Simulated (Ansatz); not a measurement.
# Work function of Au(100): what the settings cost and change

How far do functional and pseudopotentials move the work function of Au(100), and at what cost?

Program: Ansatz 0.2.0. Level of theory: plane-wave DFT, PBE, Ansatz PAW, in the first sound run; inputs show where later runs differ. Values are calculated unless marked as measured.

## 1. The structure

The cell holds 7 atoms: 7 Au. Cell: a = 2.885 Å, b = 2.885 Å, c = 30.240 Å, α = 90.0°, β = 90.0°, γ = 90.0°. Vacuum lies along c.

Structure file:

```cif
data_structure
_symmetry_space_group_name_H-M 'P 1'
_symmetry_Int_Tables_number 1
_cell_length_a 2.8850
_cell_length_b 2.8850
_cell_length_c 30.2400
_cell_angle_alpha 90.000
_cell_angle_beta 90.000
_cell_angle_gamma 90.000
_cell_volume 251.69
loop_
_atom_site_label
_atom_site_type_symbol
_atom_site_fract_x
_atom_site_fract_y
_atom_site_fract_z
_atom_site_occupancy
Au1 Au 0.00000 0.00000 0.29762 1
Au2 Au 0.50000 0.50000 0.36508 1
Au3 Au 0.00000 0.00000 0.43254 1
Au4 Au 0.50000 0.50000 0.50000 1
Au5 Au 0.00000 0.00000 0.56746 1
Au6 Au 0.50000 0.50000 0.63492 1
Au7 Au 0.00000 0.00000 0.70238 1
```

## 2. Slab, setting PBE, Ansatz PAW (420 eV)

A work function rests on the faint tail of the density, so the SCF threshold is tight. PBE on the default files comes first; the next runs keep the geometry and change functional or files, each at the cutoff that its files recommend; a relaxation and, for heavy metals, spin-orbit coupling close the ladder.

input.yaml

```yaml
crystal:
  lattice:
    - [2.8849956672, 0.0, 0.0]
    - [0.0, 2.8849956672, 0.0]
    - [0.0, 0.0, 30.24]
  atoms:
    - { symbol: Au, position: [0.0, 0.0, 0.2976190476] }
    - { symbol: Au, position: [0.5, 0.5, 0.3650793651] }
    - { symbol: Au, position: [0.0, 0.0, 0.4325396825] }
    - { symbol: Au, position: [0.5, 0.5, 0.5] }
    - { symbol: Au, position: [0.0, 0.0, 0.5674603175] }
    - { symbol: Au, position: [0.5, 0.5, 0.6349206349] }
    - { symbol: Au, position: [0.0, 0.0, 0.7023809524] }
kpoints:
  mp_grid: { grid: [14, 14, 1] }
hamiltonian:
  xc: pbe
scf:
  occupations: { method: fermi_dirac, width: 0.1 }
  convergence: { dr2_threshold: 1.0e-09 }
efield:
  axis: 3
  dipole_correction: true
  ramp_position: 0.97
  ramp_width: 0.06
output:
  write_potential: true
  write_density: true
  volumetric_format: npy
  elf: true
```

Started as:

```console
$ ansatz run input.yaml --threads 4 --pin off --max-ram 6144MiB --backend cpu --events-out ev --progress --plain --runs-dir out
```

The log of the run:

```text
Engine: ansatz 0.2.0, aarch64-unknown-linux-gnu
Pseudopotentials: kind: paw
Pseudopotential: Au, paw, valence charge 19, recommended cutoff 420 eV (normal), Au.paw.azcp
Functional definition: PBE
  parameter kappa = 0.804
  parameter beta = 0.066725
  exchange = pbe_x(kappa = kappa, mu = beta*pi^2/3)
  correlation = pbe_c(beta = beta)
Crystal: 7 atoms, lattice volume = 251.694 Å³
Basis set: ecut = 420 eV, 4889 PW (Γ)
Bands: 80, of which v1, the nominal top of the filled ones, is band 67 counted from 1 (66 counted from 0)
Symmetry: 8 space group operations
k-points: 36 of 196
Non-local potential: Au, projectors of the file, l = 0: 3, l = 1: 2, l = 2: 2, l = 3: 1
PAW form: soft (Blöchl's): semilocal exchange-correlation on the pseudo side does not see the compensation charge
PAW one-centre angular grid: Au, 590 points (default); XC on 64 Gauss nodes
Initial density: superposition of atomic densities (neutral atoms: chi_scale 0, normalization atom), corrected by the library's trained network
Initial wavefunctions: pseudopotential atomic-orbital guess
Functional: x = pbe(κ = 0.804, μ = 0.219515), c = pbe(β = 0.066725)
SCF iter   1: F=—  HF=-92044.356583 eV  |F-HF|=—  |Δ(HF+E_count)|=         —  Δρ=3.85e-3  dr2=1.17e0  ethr=1.77e-3  p=0.000 e·Å  D=1.12e-14 V/Å  ΔV_dip=-0.00 eV  dr2_dipole=2.61e-7  V_vac-E_F(+/−)=4.59/4.59 eV  ⟨swp⟩=7.8  Hψ=11836  notcnv=0  defer=71
efield: sawtooth ramp at fractional position 0.9700 (set: `efield.ramp_position`, or a place that a band, a saddle search or an elastic batch's reference lends), width 0.0600; the density the first Hamiltonian is built on has a dipole p = 0.000 e·Å; the dipole correction subtracts the counter field D = 1.12e-14 V/Å, which shifts the + side's vacuum level by -0.00 eV against the − side's; the planar-averaged density in the ramp window peaks in size at 1.2e-5 e/Å³
preconditioner: auto → LDOS  [metal: Δε(μ)=0.062 eV  Ē_g=9.244 eV  σ=0.100 eV  W_gap=0.15  n_scr=66 (ndim 8)  ℏωp=20.5 eV  f_vac=0.492  D(μ)=2.23/eV (n_scr^D=12)  β→1.0]
SCF iter   2: F=—  HF=-92044.318454 eV  |F-HF|=—  |Δ(HF+E_count)|=   3.81e-2  Δρ=1.78e-3  dr2=3.37e-2  ethr=8.76e-4  p=-0.000 e·Å  D=-1.38e-5 V/Å  ΔV_dip=0.00 eV  dr2_dipole=4.53e-7  V_vac-E_F(+/−)=5.17/5.17 eV  ⟨swp⟩=1.9  Hψ=3443  notcnv=0  defer=169
SCF iter   3: F=—  HF=-92044.318382 eV  |F-HF|=—  |Δ(HF+E_count)|=   7.19e-5  Δρ=1.07e-3  dr2=7.76e-3  ethr=2.54e-5  p=0.000 e·Å  D=1.13e-6 V/Å  ΔV_dip=-0.00 eV  dr2_dipole=2.37e-9  V_vac-E_F(+/−)=5.02/5.02 eV  ⟨swp⟩=2.2  Hψ=4537  notcnv=0  defer=169
SCF iter   4: F=—  HF=-92044.316956 eV  |F-HF|=—  |Δ(HF+E_count)|=   1.43e-3  Δρ=3.14e-4  dr2=4.72e-4  ethr=5.84e-6  p=-0.000 e·Å  D=-1.93e-6 V/Å  ΔV_dip=0.00 eV  dr2_dipole=3.86e-9  V_vac-E_F(+/−)=5.07/5.07 eV  ⟨swp⟩=2.2  Hψ=4123  notcnv=0  defer=169
SCF iter   5: F=—  HF=-92044.316844 eV  |F-HF|=—  |Δ(HF+E_count)|=   1.12e-4  Δρ=6.36e-5  dr2=1.16e-5  ethr=3.55e-7  p=-0.000 e·Å  D=-4.05e-7 V/Å  ΔV_dip=0.00 eV  dr2_dipole=5.53e-10  V_vac-E_F(+/−)=5.07/5.07 eV  ⟨swp⟩=2.9  Hψ=4804  notcnv=0  defer=169
SCF iter   6: F=—  HF=-92044.316855 eV  |F-HF|=—  |Δ(HF+E_count)|=   1.12e-5  Δρ=1.77e-5  dr2=1.73e-6  ethr=8.70e-9  p=-0.000 e·Å  D=-1.26e-7 V/Å  ΔV_dip=0.00 eV  dr2_dipole=7.83e-11  V_vac-E_F(+/−)=5.07/5.07 eV  ⟨swp⟩=2.2  Hψ=4842  notcnv=0  defer=167
SCF iter   7: F=—  HF=-92044.316855 eV  |F-HF|=—  |Δ(HF+E_count)|=   1.15e-7  Δρ=6.43e-6  dr2=1.01e-7  ethr=1.30e-9  p=-0.000 e·Å  D=-1.25e-8 V/Å  ΔV_dip=0.00 eV  dr2_dipole=8.54e-12  V_vac-E_F(+/−)=5.07/5.07 eV  ⟨swp⟩=2.1  Hψ=4174  notcnv=0  defer=167
SCF iter   8: F=—  HF=-92044.316855 eV  |F-HF|=—  |Δ(HF+E_count)|=   3.49e-8  Δρ=1.76e-6  dr2=6.63e-9  ethr=7.61e-11  p=-0.000 e·Å  D=-7.79e-11 V/Å  ΔV_dip=0.00 eV  dr2_dipole=2.72e-16  V_vac-E_F(+/−)=5.07/5.07 eV  ⟨swp⟩=3.0  Hψ=5278  notcnv=0  defer=165
SCF iter   9: F=-92044.316855 eV  HF=-92044.316855 eV  |F-HF|=1.37e-9  |Δ(HF+E_count)|=   4.16e-9  Δρ=5.83e-7  dr2=8.11e-10  ethr=1.00e-12  p=0.000 e·Å  D=1.74e-9 V/Å  ΔV_dip=-0.00 eV  dr2_dipole=4.28e-14  V_vac-E_F(+/−)=5.07/5.07 eV  ⟨swp⟩=14.1  Hψ=11514  notcnv=0
SCF 1 converged in 9 iterations: F = -92044.316855 eV  dr2 = 8.11e-10
  greatest PAW one-centre occupation: 1.000 electrons in one spin orbital (limit 2), on the Au atom at site 4 (counted from 0), in its partial waves of l = 0
WARN: The output density's exchange-correlation potential varies sharply where the density is thin. Do not read a vacuum level from v_tot or v_xc, or from such a field of the output density. On a cell that repeats whose density bears no net charge and no dipole along the vacuum's axis use v_es (v_loc + v_h of the components); under efield.dipole_correction with no amplitude use v_es + v_field, which holds any externa [...]
SCF converged after 9 iterations
Free energy (F): -92044.316855 eV
Harris-Foulkes:  -92044.316855 eV  (|F-HF|=1.37e-9)
Internal energy: -92044.250206 eV  (E = F + TS)
E sigma→0 (E₀):  -92044.283530 eV
Entropy (-TS):   -0.066649 eV (-9.521 meV/atom)
Fermi energy:    7.086892 eV
Dipole field:    D = -0.000000 V/Å  (p = -0.000000 e·Å, saw-weighted, corrected)
Work function:   Φ+ = 5.0716 eV   Φ− = 5.0716 eV
Levels:          The Fermi level and band energies are counted from a zero that moves with the ramp; work functions are not
--- Per-component energies (eV) ---
  E_band       = -3226.403139
  E_kinetic    = 4234.673246
  E_local      = -285119.838481  (includes V_loc(G=0)·N_el)
  E_nonlocal   = 520.456892
  E_hartree    = 140797.890234
  E_xc         = -1595.087173
  E_vxc        = -1925.175462  (∫ρ·V_xc dr)
  E_paw        = -67947.880203  (= ΣΔE_a)
  E_vpaw       = -2532.317100  (= ΣTr[D̂ρ^β])
  E_aug_tail   = 0.010367  (compensation charges beyond the density's cutoff)
  E_efield     = 0.000000  (sawtooth field / dipole correction)
  E_vefield    = 0.000000  (∫n·V_field dr)
  E_ewald      = 117065.524911
  E_smearing   = -0.066649  (= −TS)
  E_closure    = -0.000000  (closes the sum)
  Σ components = -92044.316855   (vs F -92044.316855, Δ=0.00e0)
--- Band table (eV; the first three rows and the last of 36) ---
  k-point 0: bands = [... 63 lower, 5.1338, 5.2068, 5.2197, 5.3914, 5.3914, 5.5896, 7.4896, 8.3334, ... 9 higher]
  k-point 1: bands = [... 63 lower, 5.0847, 5.1288, 5.1531, 5.2279, 5.3984, 6.0657, 7.7764, 8.7030, ... 9 higher]
  k-point 2: bands = [... 63 lower, 5.0088, 5.0915, 5.3044, 5.3590, 5.3860, 6.7553, 8.4405, 9.5758, ... 9 higher]
  k-point 35: bands = [... 63 lower, 8.6768, 8.6768, 10.0021, 10.0021, 11.5658, 11.5658, 11.9979, 12.0002, ... 9 higher]
```

It took 59 s on 4 threads of Arm Neoverse N1, shared host; peak memory 1.1 GiB; 2.9 min of CPU time.

Numbers from this step:

| Item | Value |
| --- | --- |
| energy at zero smearing | -92044.2835 eV |
| work function, upper face | 5.072 eV |

Running mean over 2.04 Å of the planar mean; the ramp of the sawtooth is left out. Table of electron's electrostatic potential energy less the Fermi level by z:

```csv
z (Å),electron's electrostatic potential energy less the Fermi level (eV)
3.5,5.07
4.0,5.07
4.5,5.07
5.0,5.07
5.5,5.06
6.0,5.03
6.5,4.91
7.0,4.43
7.5,2.27
8.0,-1.96
8.5,-6.07
9.0,-7.95
9.5,-8.38
10.0,-8.54
10.5,-8.64
11.0,-8.72
11.5,-8.75
12.0,-8.76
12.5,-8.76
13.0,-8.77
13.5,-8.78
14.0,-8.78
14.5,-8.79
15.0,-8.79
15.5,-8.79
16.0,-8.78
16.5,-8.78
17.0,-8.77
17.5,-8.77
18.0,-8.76
18.5,-8.76
19.0,-8.74
19.5,-8.69
20.0,-8.59
20.5,-8.47
21.0,-8.23
21.5,-7.29
22.0,-4.11
22.5,0.387
23.0,3.72
23.5,4.76
24.0,4.99
24.5,5.05
25.0,5.07
25.5,5.07
26.0,5.07
26.5,5.07
27.0,5.07
```

ELF in the ca plane at fractional y = 0.000, with atoms of Au within 0.2 Å of it. It is the smooth field of the valence electrons, not physical close to the nuclei.

Ten even steps from '0' (0.00) to '9' (0.73), each cell a mean:
```
31112468986321123679864211135788753210000000
22222356764322222467653222224567643210000000
22222234443222222334432222222344432100000000
22222222222222222222222222222233322100000000
22222223332222222233322222222333332100000000
22222245653222222356542222223455532110000000
32112367875321123578763211135687653210000000
31112478986321123689974211135799753210000000
```
Columns run along c (16.0 Å, from fractional 0.34 to 0.87 of the cell), rows up along a (2.9 Å). Atoms in or near the plane, at fractional coordinates: Au at (0.43, 0.00), Au at (0.57, 0.00), Au at (0.70, 0.00).

Electrostatic potential energy in the ca plane at fractional y = 0.000, with atoms of Au within 0.2 Å of it. With pseudopotentials it is smooth inside the atoms' cores, unlike the true potential.

Ten even steps from '0' (-43 eV) to '9' (12 eV), each cell a mean:
```
89999720003899998300027999985100169999999999
99999852126899998631258999997411489999999999
99999987678999999876789999999866899999999999
99999998899999999998899999999988999999999999
99999998889999999988889999999888899999999999
99999874357999999753478999998644689999999999
99999830004899998510038999996200279999999999
89999710002899998300017999985000059999999999
```
Columns run along c (16.0 Å, from fractional 0.34 to 0.87 of the cell; values clipped at the 3rd and 97th percentile), rows up along a (2.9 Å). Atoms in or near the plane, at fractional coordinates: Au at (0.43, 0.00), Au at (0.57, 0.00), Au at (0.70, 0.00).

Valence density in the ca plane at fractional y = 0.000, with atoms of Au within 0.2 Å of it. It is the smooth field of the valence electrons, not physical close to the nuclei.

Ten even steps from '0' (0 e/Å³) to '9' (13 e/Å³), each cell a mean:
```
00000026851000000158620000001477300000000000
00000002320000000023210000000133100000000000
00000000000000000000000000000000000000000000
00000000000000000000000000000000000000000000
00000000000000000000000000000000000000000000
00000001110000000011100000000011000000000000
00000014641000000135410000000355200000000000
00000037962000000269830000001599400000000000
```
Columns run along c (16.0 Å, from fractional 0.34 to 0.87 of the cell), rows up along a (2.9 Å). Atoms in or near the plane, at fractional coordinates: Au at (0.43, 0.00), Au at (0.57, 0.00), Au at (0.70, 0.00).

The work function is 5.072 eV.

## 3. Run

This step: plane-wave DFT, LDA, Ansatz PAW (Ansatz 0.2.0).

Changes to input.yaml since step 2:

```diff
@@ -16,3 +16,3 @@
 hamiltonian:
-  xc: pbe
+  xc: lda
 scf:
@@ -29,2 +29 @@
   volumetric_format: npy
-  elf: true
```

The log of the run:

```text
[...]
Crystal: 7 atoms, lattice volume = 251.694 Å³
Basis set: ecut = 420 eV, 4889 PW (Γ)
Bands: 80, of which v1, the nominal top of the filled ones, is band 67 counted from 1 (66 counted from 0)
Symmetry: 8 space group operations
k-points: 36 of 196
[...]
k-point 0: bands = [... 63 lower, 4.7726, 4.8539, 4.8666, 5.0287, 5.0287, 5.1478, 7.0533, 7.8989, ... 9 higher]
  k-point 1: bands = [... 63 lower, 4.7084, 4.7742, 4.7989, 4.8687, 5.0370, 5.6425, 7.3457, 8.2758, ... 9 higher]
  k-point 2: bands = [... 63 lower, 4.6535, 4.7334, 4.9456, 4.9857, 4.9977, 6.3336, 8.0157, 9.1609, ... 9 higher]
  k-point 35: bands = [... 63 lower, 8.2259, 8.2259, 9.5589, 9.5589, 11.1236, 11.1236, 11.4735, 11.4756, ... 9 higher]
[key lines of the parts left out:]
SCF converged after 9 iterations
Free energy (F): -90053.211206 eV
Fermi energy:    6.669258 eV
Dipole field:    D = -0.000000 V/Å  (p = -0.000000 e·Å, saw-weighted, corrected)
Work function:   Φ+ = 5.4925 eV   Φ− = 5.4925 eV
```

Run time: 90 s. Hardware: 4 threads; peak memory 1.1 GiB; 2.9 min of CPU time.

The work function is 5.493 eV, +0.421 eV from the run “PBE, Ansatz PAW (420 eV)”, at 0.98 times its CPU time.

## 4. Slab

This step: plane-wave DFT, PBEsol, Ansatz PAW (Ansatz 0.2.0).

Changes to input.yaml since step 3:

```diff
@@ -16,3 +16,3 @@
 hamiltonian:
-  xc: lda
+  xc: pbesol
 scf:
```

The log of the run:

```text
[...]
Crystal: 7 atoms, lattice volume = 251.694 Å³
Basis set: ecut = 420 eV, 4889 PW (Γ)
Bands: 80, of which v1, the nominal top of the filled ones, is band 67 counted from 1 (66 counted from 0)
Symmetry: 8 space group operations
k-points: 36 of 196
[...]
k-point 0: bands = [... 63 lower, 5.0034, 5.0819, 5.0951, 5.2632, 5.2632, 5.4036, 7.3157, 8.1478, ... 9 higher]
  k-point 1: bands = [... 63 lower, 4.9466, 5.0028, 5.0279, 5.0998, 5.2709, 5.8972, 7.6066, 8.5234, ... 9 higher]
  k-point 2: bands = [... 63 lower, 4.8822, 4.9647, 5.1773, 5.2315, 5.2334, 6.5895, 8.2761, 9.4070, ... 9 higher]
  k-point 35: bands = [... 63 lower, 8.4622, 8.4622, 9.7968, 9.7968, 11.3651, 11.3651, 11.7969, 11.7995, ... 9 higher]
[key lines of the parts left out:]
SCF converged after 10 iterations
Free energy (F): -91048.483404 eV
Fermi energy:    6.917696 eV
Dipole field:    D = -0.000000 V/Å  (p = -0.000000 e·Å, saw-weighted, corrected)
Work function:   Φ+ = 5.2066 eV   Φ− = 5.2066 eV
```

Wall time 59 s (4 threads); peak memory 1.1 GiB.

The work function is 5.207 eV, +0.135 eV from the run “PBE, Ansatz PAW (420 eV)”, at 1.1 times its CPU time.

## 5. Run

This step: plane-wave DFT, RPBE, Ansatz PAW (Ansatz 0.2.0).

Changes to input.yaml since step 4:

```diff
@@ -16,3 +16,3 @@
 hamiltonian:
-  xc: pbesol
+  xc: rpbe
 scf:
```

The log of the run:

```text
[...]
Crystal: 7 atoms, lattice volume = 251.694 Å³
Basis set: ecut = 420 eV, 4889 PW (Γ)
Bands: 80, of which v1, the nominal top of the filled ones, is band 67 counted from 1 (66 counted from 0)
Symmetry: 8 space group operations
k-points: 36 of 196
[...]
k-point 0: bands = [... 63 lower, 5.2559, 5.3259, 5.3394, 5.5157, 5.5157, 5.7558, 7.6596, 8.5011, ... 9 higher]
  k-point 1: bands = [... 63 lower, 5.2175, 5.2488, 5.2734, 5.3499, 5.5222, 6.2235, 7.9420, 8.8652, ... 9 higher]
  k-point 2: bands = [... 63 lower, 5.1293, 5.2139, 5.4266, 5.4828, 5.5315, 6.9118, 8.6000, 9.7279, ... 9 higher]
  k-point 35: bands = [... 63 lower, 8.8461, 8.8461, 10.1671, 10.1671, 11.7304, 11.7304, 12.1823, 12.1846, ... 9 higher]
[key lines of the parts left out:]
SCF converged after 10 iterations
Free energy (F): -92143.440394 eV
Fermi energy:    7.237672 eV
Dipole field:    D = -0.000000 V/Å  (p = -0.000001 e·Å, saw-weighted, corrected)
Work function:   Φ+ = 4.8888 eV   Φ− = 4.8888 eV
```

Elapsed: 60 s, on 4 threads; peak memory 1.1 GiB.

The work function is 4.889 eV, -0.183 eV from the run “PBE, Ansatz PAW (420 eV)”, at 1.0 times its CPU time.

## 6. Slab

This step: plane-wave DFT, r2SCAN, Ansatz PAW (Ansatz 0.2.0).

Changes to input.yaml since step 5:

```diff
@@ -16,3 +16,3 @@
 hamiltonian:
-  xc: rpbe
+  xc: r2scan
 scf:
```

The log of the run:

```text
[...]
Crystal: 7 atoms, lattice volume = 251.694 Å³
Basis set: ecut = 500 eV, 6471 PW (Γ), exchange–correlation on 96×96×900 points (64 copies of the dense FFT grid, shifted against one another)
Bands: 80, of which v1, the nominal top of the filled ones, is band 67 counted from 1 (66 counted from 0)
Symmetry: 8 space group operations
k-points: 36 of 196
[...]
k-point 0: bands = [... 63 lower, 4.8395, 4.8921, 4.9058, 5.1074, 5.1074, 5.4971, 7.4961, 8.4071, ... 9 higher]
  k-point 1: bands = [... 63 lower, 4.8158, 4.8235, 4.8391, 4.9308, 5.1116, 5.9505, 7.7801, 8.7738, ... 9 higher]
  k-point 2: bands = [... 63 lower, 4.6930, 4.7854, 5.0086, 5.0697, 5.1869, 6.6617, 8.4519, 9.6565, ... 9 higher]
  k-point 35: bands = [... 63 lower, 8.7733, 8.7733, 10.1192, 10.1192, 11.7191, 11.7191, 12.1423, 12.1480, ... 9 higher]
[key lines of the parts left out:]
SCF converged after 12 iterations
Free energy (F): -92143.472605 eV
Fermi energy:    7.001097 eV
Dipole field:    D = -0.000001 V/Å  (p = -0.000002 e·Å, saw-weighted, corrected)
Work function:   Φ+ = 5.0917 eV   Φ− = 5.0917 eV
```

Elapsed: 2.3 min, on 4 threads; peak memory 1.7 GiB; 8.3 min of CPU time.

The work function is 5.092 eV, +0.020 eV from the run “PBE, Ansatz PAW (420 eV)”, at 2.8 times its CPU time.

## 7. Slab

This step: plane-wave DFT, PBE, JTH PAW (Ansatz 0.2.0).

Changes to input.yaml since step 6:

```diff
@@ -16,3 +16,4 @@
 hamiltonian:
-  xc: r2scan
+  xc: pbe
+  pseudopotentials: { kind: paw, source: jth }
 scf:
```

The log of the run:

```text
[...]
k-point 0: bands = [... 35 lower, 2.9640, 3.0319, 3.0446, 3.2179, 3.2179, 3.4360, 5.3395, 6.1944, ... 4 higher]
  k-point 1: bands = [... 35 lower, 2.9178, 2.9554, 2.9790, 3.0558, 3.2244, 3.9054, 5.6234, 6.5602, ... 4 higher]
  k-point 2: bands = [... 35 lower, 2.8365, 2.9200, 3.1312, 3.1852, 3.2214, 4.5925, 6.2829, 7.4268, ... 4 higher]
  k-point 35: bands = [... 35 lower, 6.5401, 6.5401, 7.8581, 7.8581, 9.4188, 9.4188, 9.8603, 9.8625, ... 4 higher]
[key lines of the parts left out:]
SCF converged after 11 iterations
Free energy (F): -73822.150946 eV
Fermi energy:    4.919182 eV
Dipole field:    D = 0.000000 V/Å  (p = 0.000001 e·Å, saw-weighted, corrected)
Work function:   Φ+ = 5.0771 eV   Φ− = 5.0771 eV
```

Elapsed: 1.8 min, on 4 threads; peak memory 1.5 GiB; 5.3 min of CPU time.

The work function is 5.077 eV, +0.005 eV from the run “PBE, Ansatz PAW (420 eV)”, at 1.8 times its CPU time.

## 8. Slab

This step: plane-wave DFT, PBE, norm-conserving (Ansatz 0.2.0).

Changes to input.yaml since step 7:

```diff
@@ -17,3 +17,3 @@
   xc: pbe
-  pseudopotentials: { kind: paw, source: jth }
+  pseudopotentials: { kind: nc }
 scf:
```

The log of the run:

```text
[...]
Crystal: 7 atoms, lattice volume = 251.694 Å³
Basis set: ecut = 1034.032677 eV, 19047 PW (Γ)
Bands: 80, of which v1, the nominal top of the filled ones, is band 67 counted from 1 (66 counted from 0)
Symmetry: 8 space group operations
k-points: 36 of 196
[...]
k-point 0: bands = [... 63 lower, 5.1775, 5.2529, 5.2657, 5.4352, 5.4352, 5.6345, 7.5361, 8.3825, ... 9 higher]
  k-point 1: bands = [... 63 lower, 5.1285, 5.1743, 5.1988, 5.2722, 5.4425, 6.1103, 7.8229, 8.7521, ... 9 higher]
  k-point 2: bands = [... 63 lower, 5.0542, 5.1358, 5.3488, 5.4033, 5.4300, 6.8001, 8.4869, 9.6250, ... 9 higher]
  k-point 35: bands = [... 63 lower, 8.7274, 8.7274, 10.0533, 10.0533, 11.6178, 11.6178, 12.0373, 12.0395, ... 9 higher]
[key lines of the parts left out:]
SCF converged after 9 iterations
Free energy (F): -28192.606157 eV
Fermi energy:    7.132178 eV
Dipole field:    D = 0.000000 V/Å  (p = 0.000000 e·Å, saw-weighted, corrected)
Work function:   Φ+ = 5.0712 eV   Φ− = 5.0712 eV
```

The job ended after 3.7 min (4 threads; peak memory 3.1 GiB; 13 min of CPU time).

The work function is 5.071 eV, -0.000 eV from the run “PBE, Ansatz PAW (420 eV)”, at 4.5 times its CPU time.

[end of part 1 of 2]

[Long decimals in the printed logs are rounded to 6 places.]

[Logs are printed without paths, hosts, clocks, repeated set-up lines and the standing remarks that a program may print on its own settings, such as how far it seeks lower states.]

[Hosts, paths, dates, database ids (printed as entryN), source tags and the programs' standing remarks are cut or masked in the printed files.]

[Maps of the electrostatic potential energy from Ansatz leave out the sawtooth potential of an applied field or a dipole correction, so their vacuum need not be flat; planar profiles and work functions include it.]
